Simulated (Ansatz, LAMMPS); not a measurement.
# Static equation of state of amorphous 32Ga2O3-68GeO2 (mol %) (69 atoms)

Density of this cell: 4.53 g/cm³. The cell holds 69 atoms: 12 Ga, 13 Ge and 44 O. Its edges and angles: a = 9.015 Å, b = 10.211 Å, c = 9.895 Å, α = 90.0°, β = 90.5°, γ = 89.5°. The starting structure: 69 atoms (12 Fe, 13 Ge, 44 O) placed at random at 3.95 g/cm³, melted at 5000 K for 10 ps at fixed volume with the Morse and Coulomb pair potential with partial charges (Pedone, Malavasi, Menziani, Cormack and Segre, J. Phys. Chem. B 110, 11780 (2006)). Quenched from 5000 K to 300 K at 20 K/ps and fixed volume, held 5 ps, then minimised at fixed cell. Then Fe was replaced by Ga and the cell scaled by 1.006 (the potential has no terms for the new elements, so the cell is a start for a DFT relaxation).

Calculated with Ansatz 0.2.0: Kohn-Sham DFT, PBE, PAW (set soft_1), plane waves; cutoff 420 eV, Γ point, fixed occupations. Cell and atoms were relaxed first, to V0 = 13.199 Å³ an atom at a residual P0 = -0.018 GPa. The cell was then scaled evenly, and the atoms were relaxed at each volume.

```
volume (Å³/atom)  pressure (GPa)
          11.879               ?
          12.407           3.770
          12.803           1.735
          13.595          -2.116
          13.991          -4.088
```

**Question.** Fit the third-order Birch–Murnaghan equation to the rows given and extrapolate to the withheld row.

**Working.**

Take the Eulerian strain f = ½[(V0/V)^(2/3) − 1] and the normalised pressure F = (P − P0) / [3f(1 + 2f)^(5/2)]. The third-order Birch–Murnaghan equation is then the line F = B0 + (3/2)B0(B′ − 4) f, so u = f and v = F.

```
      u = f  v = F (GPa)
  0.0210563      54.0837
  0.0102567      54.1585
-0.00975627      75.3077
 -0.0190506      78.4744
```

With n = 4: mean u = 6.2653e-4, mean v = 65.5061, Σ(u − ū)² = 0.0010051, Σ(u − ū)(v − v̄) = -0.69959. Slope b = -0.69959 / 0.0010051 = -696.03; intercept a = v̄ − b ū = 65.942.

So B0 = a = 65.9 GPa and B′ = 4 + 2b/(3a) = -3.04. At the withheld volume f = 0.03638, F = a + b f = 40.62 GPa, and P = P0 + 3f(1 + 2f)^(5/2) F.

Prediction at 11.879: 5.267 GPa. The run gave 7.502 GPa, so the fit is low by 2.2 GPa (30 % of the value).

The series isn't one smooth equation of state: even a line fitted to all rows, the withheld one included, misses F by up to 16.0 %, the count of bonds changes along the series and an atom moves over 0.5 Å in some relaxation. B0 and B′ are then only the numbers of this fit, not moduli of the material. Among the rows given, the largest miss of the fit is at 12.407, by 0.20 GPa (1.7 % of the range of the table).

Limits: Static cells at zero temperature; the cell shape is held. The program notes that the SCF threshold of these relaxations is loose for the stress. The quench rate of 20 K/ps is many orders above laboratory rates, so the cell is likely richer in defects and strain than a real sample. The network of bonds at the start is that of the classical potential that made the cell, and needn't be the one that DFT or experiment would give. Only the Γ point is sampled, in a cell whose shortest periodic width is 9 Å.

[Logs are printed without paths, hosts, clocks, repeated set-up lines and the standing remarks that a program may print on its own settings, such as how far it seeks lower states.]

[Hosts, paths, dates, database ids (printed as entryN), source tags and the programs' standing remarks are cut or masked in the printed files.]
